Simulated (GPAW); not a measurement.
# Core-hole calculation of the P K edge in P (Cmce), part 2 of 2

Aim: the near-edge shape at the P K edge of P (Cmce), and what the core hole does to it.

GPAW 26.7.0; X-ray absorption from dipole matrix elements to empty bands, plane-wave PAW LDA.

So far. Step 2 (The field without a hole): The mesh shows a gap of only 0.04 eV, so the system is treated as a metal and the core electron is put at the Fermi level (neutral cell). Step 3 (Spectrum without a core hole, P atom 1): Main maxima below 24 eV (height): 3.3 eV (2.16), 6.8 eV (1.07) and 19.0 eV (0.93). A K edge sees empty p states on the absorber.

### Step 5. Spectrum with XCH, P atom 1

The holes are 7.0 Å apart. In GPAW the data set carries the hole's charge, so charge=0 means a charged cell and charge=-1 a neutral one. The excited electron is kept in the cell, where it fills the lowest empty states and screens the hole. After the field has converged, empty bands are computed with the density fixed and the dipole matrix elements are summed.

xas.py reads:

```python
import numpy as np
from ase import Atoms
from ase.parallel import parprint, paropen
from gpaw import GPAW, PW, FermiDirac, Mixer, MixerDif, setup_paths
from gpaw.test import gen
setup_paths.insert(0, '.')
gen('P', name='fch1s', xcname='LDA', corehole=(1, 0, 1), write_xml=True)
from gpaw.mpi import world
world.barrier()

atoms = Atoms('P16',
    cell=[[-1.6582, 5.242, -4.3793],
     [1.6582, -5.242, -4.3793],
     [-4.9746, -5.242, 0]],
    scaled_positions=[[0.741555, 0.839125, 0.69919],
     [0.241555, 0.339125, 0.69919],
     [0.991555, 0.589125, 0.19919],
     [0.491555, 0.089125, 0.19919],
     [0.714125, 0.366555, 0.55081],
     [0.214125, 0.866555, 0.55081],
     [0.964125, 0.116555, 0.05081],
     [0.464125, 0.616555, 0.05081],
     [0.508445, 0.910875, 0.80081],
     [0.008445, 0.410875, 0.80081],
     [0.758445, 0.660875, 0.30081],
     [0.258445, 0.160875, 0.30081],
     [0.535875, 0.383445, 0.94919],
     [0.035875, 0.883445, 0.94919],
     [0.785875, 0.133445, 0.44919],
     [0.285875, 0.633445, 0.44919]],
    pbc=True)
atoms.calc = calc = GPAW(legacy_gpaw=True, mode=PW(430), xc='LDA', setups={0: 'fch1s'},
    kpts={'size': (3, 3, 3), 'gamma': True}, occupations=FermiDirac(0.1),
    charge=-1, mixer=Mixer(0.1, 5, 50), maxiter=150,
    convergence={'density': 0.0001}, txt='scf.txt')
energy = atoms.get_potential_energy() + calc.get_reference_energy()
ef = calc.get_fermi_level()
out = dict(energy=energy, fermi=ef, forces=atoms.get_forces().tolist())
parprint(f'all-electron energy {energy:.4f} eV, Fermi level {ef:.4f} eV')
ev = np.array([[calc.get_eigenvalues(k, s) for k in range(len(calc.get_ibz_k_points()))] for s in range(calc.get_number_of_spins())])
out['homo'], out['lumo'], out['counts'] = ev[ev < ef].max(), ev[ev > ef].min(), sorted(set((ev < ef).sum((0, 2)).tolist()))
out['filled'] = (ev[:, 0] < ef).sum(1).tolist()

from ase.units import Ha
from gpaw.xas import dipole_matrix_elements
nb = int(calc.get_number_of_electrons() / 2) + 184
top, nb = nb, nb + 8 + nb // 12
nscf = calc.fixed_density(kpts={'size': (3, 3, 3), 'gamma': True}, nbands=nb,
    convergence={'bands': top, 'eigenstates': 1e-5}, maxiter=60, txt='nscf.txt')
cell = atoms.cell.array
ops = [cell.T @ U.T @ np.linalg.inv(cell.T) for U in nscf.wfs.kd.symmetry.op_scc]
E = np.arange(-6, 34, 0.1)
fwhm = np.interp(E, [4, 25], [0.9, 3.5])
Y, X, zero, highest = 0, 0, 1e9, 1e9
for spin in range(nscf.get_number_of_spins()):
    wfs = nscf.wfs
    A = dipole_matrix_elements(wfs.setups[0])
    eps = np.zeros((wfs.kd.nibzkpts, nb))
    d = np.zeros((3, A.shape[1], wfs.kd.nibzkpts, nb), complex)
    for kpt in wfs.kpt_u:
        if kpt.s == spin and 0 in kpt.P_ani:
            eps[kpt.k] = kpt.eps_n * Ha
            d[:, :, kpt.k] = (kpt.weight * wfs.nspins / 2) ** 0.5 * np.inner(A, kpt.P_ani[0])
    world.sum(eps)
    world.sum(d)
    T = np.einsum('amkn,bmkn->abkn', d, d.conj()).real
    T = sum(np.einsum('ai,ijkn,bj->abkn', R, T, R) for R in ops) / len(ops)
    empty = eps > ef
    zero, highest = min(zero, eps[empty].min()), min(highest, eps[:, top - 1].min())
    lines = [(eps, T, empty)] if spin == 0 else lines + [(eps, T, empty)]
for eps, T, empty in lines:
    f = np.einsum('aakn->akn', T).reshape(3, -1)
    x = eps.ravel() - zero
    w = np.interp(x, E, fwhm) / 2.35482
    g = np.exp(-0.5 * ((E[:, None] - x) / w) ** 2) / (w * (2 * np.pi) ** 0.5)
    Y = Y + (f * empty.ravel()) @ g.T
    X = X + (f * ~empty.ravel()) @ g.T
out.update(E=E.round(2).tolist(), xas=Y.tolist(), xes=X.tolist(), zero=zero, valid=highest - zero, nk=len(eps), nb=nb)
for i in range(0, len(E), 10):
    parprint(f'{E[i]:7.2f}', *(f'{v:10.3e}' for v in Y[:, i]))
import json
with paropen('out.json', 'w') as f:
    json.dump(out, f)
```

Run with:

```bash
OMP_NUM_THREADS=1 mpirun -n 4 gpaw python xas.py
```

Numbers of over 12 decimals in the logs are rounded to 6 here.

What it wrote:

```text
Input parameters:
  charge: -1
  convergence: {density: 0.0001}
  kpts: {gamma: True,
         size: (3, 3, 3)}
  maxiter: 150
  mixer: {backend: pulay,
          beta: 0.1,
          method: separate,
          nmaxold: 5,
          weight: 50}
  mode: {ecut: 430.0,
         name: pw}
  occupations: {fixmagmom: False,
                name: fermi-dirac,
                width: 0.1}
  setups: {0: fch1s}

Initialize ...

[... PAW data sets ...]

Reference energy: -146204.131769  # eV

Spin-paired calculation

[... convergence settings ...]
Symmetries present (total): 1
  [... symmetry matrices ...]

27 k-points: 3 x 3 x 3 Monkhorst-Pack grid
14 k-points in the irreducible part of the Brillouin zone
       k-points in crystal coordinates                weights
   0:     0.00000000    0.00000000    0.00000000          1/27
   1:     0.00000000    0.00000000    0.33333333          2/27
   2:     0.00000000    0.33333333   -0.33333333          2/27
   3:     0.00000000    0.33333333    0.00000000          2/27
   4:     0.00000000    0.33333333    0.33333333          2/27
   5:     0.33333333   -0.33333333   -0.33333333          2/27
   6:     0.33333333   -0.33333333    0.00000000          2/27
   7:     0.33333333   -0.33333333    0.33333333          2/27
   8:     0.33333333    0.00000000   -0.33333333          2/27
   9:     0.33333333    0.00000000    0.00000000          2/27
          ...
  13:     0.33333333    0.33333333    0.33333333          2/27

Wave functions: Plane wave expansion
  Cutoff energy: 430.000 eV
  Number of coefficients (min, max): 6137, 6179
  Pulay-stress correction: 0.000000 eV/Ang^3 (de/decut=0.000000)
  Using FFTW library
  Wavefunction extrapolation:
    Improved wavefunction reuse through dual PAW basis

Occupation numbers: Fermi-Dirac:
  width: 0.1000  # eV

Eigensolver
   Davidson(niter=2)

Densities:
  Coarse grid: 35*35*35 grid
  Fine grid: 70*70*70 grid
  Total Charge: 0.000000

Density mixing:
  Method: separate
  Backend: pulay
  Linear mixing parameter: 0.1
  old densities: 5
  Width of damping distribution: 1.1
  Damping of long wavelength oscillations: 50

[... Hamiltonian set-up ...]
Number of atoms: 16
Number of atomic orbitals: 64
Number of bands in calculation: 53
Number of valence electrons: 81
Bands to converge: occupied

... initialized

Initializing position-dependent things.

Density initialized from atomic densities
Creating initial wave functions:
  53 bands from LCAO basis set

                      P
                     P  P
                  P

             PP P        P

          P        P PP

                 P
           P  P
             P

Atomic positions and initial magnetic moments

Positions:
   0 P     -3.316400   -4.176616   -6.922272    ( 0.0000,  0.0000,  0.0000)
   1 P     -3.316400   -4.176616   -2.542972    ( 0.0000,  0.0000,  0.0000)
   2 P     -1.658200    1.065384   -6.922272    ( 0.0000,  0.0000,  0.0000)
   3 P     -1.658200    1.065384   -2.542972    ( 0.0000,  0.0000,  0.0000)
   4 P     -3.316400   -1.065384   -4.732622    ( 0.0000,  0.0000,  0.0000)
   5 P     -1.658200   -6.307384   -4.732622    ( 0.0000,  0.0000,  0.0000)
   6 P     -1.658200    4.176616   -4.732622    ( 0.0000,  0.0000,  0.0000)
[...]
13 P     -3.316400   -9.418616   -4.025978    ( 0.0000,  0.0000,  0.0000)
  14 P     -3.316400    1.065384   -4.025978    ( 0.0000,  0.0000,  0.0000)
  15 P     -1.658200   -4.176616   -4.025978    ( 0.0000,  0.0000,  0.0000)

Unit cell:
           periodic     x           y           z      points  spacing
  1. axis:    yes   -1.658200    5.242000   -4.379300    35     0.1851
  2. axis:    yes    1.658200   -5.242000   -4.379300    35     0.1851
  3. axis:    yes   -4.974600   -5.242000    0.000000    35     0.1807

  Lengths:   7.028973   7.028973   7.226701
  Angles:   67.755193 112.244807 102.923706

Effective grid spacing dv^(1/3) = 0.1922

iter:   1  -110.400151
iter:   2  -107.193276   -1.20  -0.91
iter:   3  -105.730132   -1.43  -1.01
iter:   4  -105.553162   -2.58  -1.17
iter:   5  -105.506981   -2.54  -1.36
iter:   6  -105.480543   -2.62  -1.92
iter:   7  -105.458084   -3.49  -2.15
iter:   8  -105.457372c  -4.43  -2.40
iter:   9  -105.456169c  -4.16  -2.47
iter:  10  -105.455362c  -4.77  -2.87
iter:  11  -105.455275c  -5.63  -3.15
iter:  12  -105.455415c  -5.30  -3.24
iter:  13  -105.455288c  -5.47  -3.30
iter:  14  -105.455284c  -7.05  -3.78
iter:  15  -105.455278c  -6.55  -3.87
iter:  16  -105.455279c  -6.99  -4.01c
iter:  17  -105.455281c  -7.72c -4.27c

Converged after 17 iterations.

Dipole moment: (-0.094714, 0.135366, -0.017994) |e|*Ang

Energy contributions relative to reference atoms: (reference = -146204.131769)

Kinetic:       +102.295944
Potential:      -99.945057
External:        +0.000000
XC:            -107.304231
Entropy (-ST):   -0.155867
Local:           -0.424003
SIC:             +0.000000
--------------------------
Free energy:   -105.533214
Extrapolated:  -105.455281

Showing only first 2 kpts
 Kpt  Band  Eigenvalues  Occupancy
  0    38      4.83820    2.00000
  0    39      5.02444    2.00000
  0    40      6.82830    0.46336
  0    41      6.89224    0.27453

  1    38      5.01766    2.00000
  1    39      5.21715    2.00000
  1    40      6.45703    1.85021
[...]
Fermi level: 6.70842

No gap
No difference between direct/indirect transitions

Forces in eV/Ang:
  0 P    -0.00295   -0.03051    0.13959
  1 P    -0.00373    0.08749    0.27552
  2 P    -0.03829    0.08409    0.34818
  3 P     0.03433    0.12408    0.33733
  4 P    -0.11446   -0.15260    0.30593
  5 P    -0.07838   -0.09181    0.15824
  6 P     0.11165   -0.20822    0.28527
[...]
13 P    -0.26453    0.31771   -0.57499
 14 P     0.24039    0.33610   -0.56941
 15 P     0.06585    0.10098   -0.26170
Scalar-relativistic atomic LDA calculation for P (Phosphorus, Z=15)
Core hole in 1s state (1s occupation: 1.0)
450 radial gridpoints.
|------------------------------------------------|
|------------------------------------------------|
[... the atom generator's iteration count ...]

Energy contributions:
-------------------------
Kinetic:     +261.768075
XC:           -17.966184
Potential:   -505.274962
-------------------------
Total:       -261.473071

state      eigenvalue         ekin         rmax
-----------------------------------------------
1s^1.0 :   -82.316117   109.824186        0.067
2s^2.0 :    -7.841975    17.549438        0.402
2p^6.0 :    -6.203561    17.373857        0.327
3s^2.0 :    -0.984498     2.880452        1.418
3p^3.0 :    -0.625684     2.280322        1.541
-----------------------------------------------
(units: Bohr and Hartree)

Generating PAW setup
Kinetic energy of the core from tauc = 249.749155
Cutoffs:
rc(s)=1.800
rc(p)=1.800
rc(d)=1.800
rc(vbar)=1.620
rc(comp)=1.800
rc(nct)=1.800

Kinetic energy of the core states: 249.166204
Charge: 1.0
Core electrons: 9.0
Valence electrons: 5.0
Pseudo-core charge: 0.082129
Shape function alpha=3.086
Pseudo-electron charge 5.474914
state    eigenvalue         norm
--------------------------------
3s(2) :    -0.984498     1.193424
*s    :     0.015502
3p(3) :    -0.625684     1.001979
*p    :     0.374316
*d    :     0.000000
--------------------------------

Diagonalizing with gridspacing h=0.050

state   all-electron     PAW
-------------------------------
3s:      -0.984498    -0.984928
3p:      -0.625684    -0.626173
*d:                   -0.152187
*f:                   -0.017358
-------------------------------
all-electron energy -146309.5871 eV, Fermi level 6.7084 eV
[...]
31.00  2.326e-06  2.605e-06  2.265e-06
  32.00  2.335e-06  2.744e-06  2.383e-06
  33.00  2.281e-06  2.694e-06  2.350e-06
```

The job ended after 4.2 min (4 MPI ranks of Arm Neoverse V1, shared host; peak memory 0.49 GiB).

The P K spectrum, P atom 1, excited-electron core hole (neutral cell) (energy from the lowest empty level; intensity scaled to a mean of 1 over the first 20 eV; polarised curves are means over the symmetry-equivalent atoms):

```
E (eV)  isotropic  ε ∥ x  ε ∥ y  ε ∥ z
  -2.0       0.00   0.00   0.00   0.00
  -1.0       0.01   0.01   0.01   0.01
   0.0       1.31   1.43   1.06   1.43
   1.0       2.87   3.58   2.27   2.74
   2.0       1.73   1.95   1.41   1.82
   3.0       1.20   1.14   1.23   1.22
   4.0       0.84   0.92   0.80   0.79
   5.0       0.65   0.62   0.72   0.61
   6.0       0.91   0.79   0.90   1.02
   7.0       0.80   0.78   0.83   0.79
   8.0       0.61   0.57   0.68   0.57
   9.0       0.67   0.70   0.71   0.61
  10.0       0.80   0.77   0.86   0.78
  11.0       0.93   0.86   1.01   0.92
  12.0       0.85   0.87   0.88   0.81
  13.0       0.81   0.85   0.80   0.79
  14.0       0.86   0.92   0.78   0.90
  15.0       0.85   0.90   0.72   0.93
  16.0       0.86   0.89   0.74   0.96
  17.0       0.87   0.87   0.83   0.90
  18.0       0.83   0.83   0.87   0.78
  19.0       0.79   0.81   0.86   0.71
  20.0       0.75   0.79   0.78   0.70
  21.0       0.72   0.76   0.71   0.71
  22.0       0.69   0.71   0.67   0.70
  23.0       0.66   0.65   0.63   0.68
  24.0       0.62   0.61   0.58   0.67
  25.0       0.61   0.60   0.55   0.68
  26.0       0.60   0.60   0.54   0.67
  27.0       0.58   0.59   0.53   0.63
  28.0       0.55   0.56   0.52   0.58
  29.0       0.54   0.55   0.53   0.53
```

Main maxima below 24 eV (height): 0.8 eV (2.92), 6.3 eV (0.94), 11.1 eV (0.93) and 16.5 eV (0.87). 

The total-energy difference is 2147.85 eV. One term is added: -15.84 eV, since the hole is spin-paired here and a spin-polarised one costs that much less in the free atom (computed apart). The photon energy is then 2132.01 eV. The functional leaves an error in such absolute values: in the free atom LDA prices this hole 8.5 eV below PBE (computed apart), and PBE is itself good to a few eV.

### Step 6. With and without the hole

Both curves are counted from their own zero, so only the shift of weight within the empty states shows.

| E (eV) | no hole | XCH |
| --- | --- | --- |
| -2.0 | 0.00 | 0.00 |
| -1.0 | 0.00 | 0.01 |
| 0.0 | 0.14 | 1.31 |
| 1.0 | 1.01 | 2.87 |
| 2.0 | 1.70 | 1.73 |
| 3.0 | 2.06 | 1.20 |
| 4.0 | 1.50 | 0.84 |
| 5.0 | 0.93 | 0.65 |
| 6.0 | 0.85 | 0.91 |
| 7.0 | 1.06 | 0.80 |
| 8.0 | 0.85 | 0.61 |
| 9.0 | 0.71 | 0.67 |
| 10.0 | 0.68 | 0.80 |
| 11.0 | 0.82 | 0.93 |
| 12.0 | 0.90 | 0.85 |
| 13.0 | 0.89 | 0.81 |
| 14.0 | 0.90 | 0.86 |
| 15.0 | 0.89 | 0.85 |
| 16.0 | 0.86 | 0.86 |
| 17.0 | 0.88 | 0.87 |
| 18.0 | 0.91 | 0.83 |
| 19.0 | 0.93 | 0.79 |
| 20.0 | 0.90 | 0.75 |
| 21.0 | 0.83 | 0.72 |
| 22.0 | 0.79 | 0.69 |
| 23.0 | 0.76 | 0.66 |
| 24.0 | 0.71 | 0.62 |
| 25.0 | 0.68 | 0.61 |
| 26.0 | 0.68 | 0.60 |
| 27.0 | 0.67 | 0.58 |
| 28.0 | 0.64 | 0.55 |
| 29.0 | 0.59 | 0.54 |

With each curve scaled to its own mean, the area from −2 to 6 eV with the hole is 9.0 against 7.8, and the centre of weight from −1 to 20 eV moves by -0.9 eV: the hole pulls the absorber's empty states down.

### Step 7. Runs not followed above

These runs aren't followed: redraws of a spectrum that repeat one shown, runs with a planted fault or a state judged unsound, or a program's part that gave no sound spectrum.

| program | step | status | elapsed |
| --- | --- | --- | --- |
| GPAW | spectrum with XCH | converged | 4.2 min |

### Step 8. Summary of results

```
absorber and edge                               : P K, atom 1 of the ground-state input (counted from 1)
surroundings                                    : 2 P at 2.22 Å and 1 P at 2.24 Å (distorted pyramidal, site symmetry m)
highest intensity below 16 eV                   : 0.8 eV above the zero, height 2.92
photon energy of the zero, with the added terms : 2132.0 eV (raw 2147.9 eV; LDA puts this hole about 8 eV below PBE, itself good to a few eV)
```

In words: The P K edge of atom 1, with 2 P at 2.22 Å and 1 P at 2.24 Å (distorted pyramidal, site symmetry m), has its highest intensity of the first 16 eV at 0.8 eV above the zero, near 2133 eV in photon energy (LDA puts this hole about 8 eV below PBE, itself good to a few eV), 2.9 times the mean level of the first 20 eV (Gaussian full width 0.9 eV up to 4 eV, rising linearly to 3.5 eV at 25 eV). With each curve scaled to its own mean, the area from −2 to 6 eV with the hole is 9.0 against 7.8, and the centre of weight from −1 to 20 eV moves by -0.9 eV: the hole pulls the absorber's empty states down. At the P K edge of atom 1 polarisation matters most near 0.8 eV, where the curves differ by 1.4 on this scale. 1 further run of this session is left out of this account as redundant. The unit cell's mesh shows no gap over 0.35 eV. That is right for a metallic compound; for a small-gap or correlated insulator it would be the fault of the functional or of the assumed magnetic order, and the hole would be screened too well. The mesh is coarse (0.33 Å⁻¹ between points), so small maxima may be mesh ripples. The structure is a published determination, not relaxed.

[Banner, clock and machine lines of the logs are left out without a mark of their own.]

[Logs are printed without paths, hosts, clocks, repeated set-up lines and the standing remarks that a program may print on its own settings, such as how far it seeks lower states.]

[Hosts, paths, dates, database ids (printed as entryN), source tags and the programs' standing remarks are cut or masked in the printed files.]

[Lists of maxima count a maximum above −3 eV only where it reaches 4 % of the highest in the window and stands out from its surroundings by 2 % of it (1.5 % where it reaches 55 %); shoulders and weaker maxima are passed over, and of the rest the first, up to two pre-edge ones and the few strongest are named.]
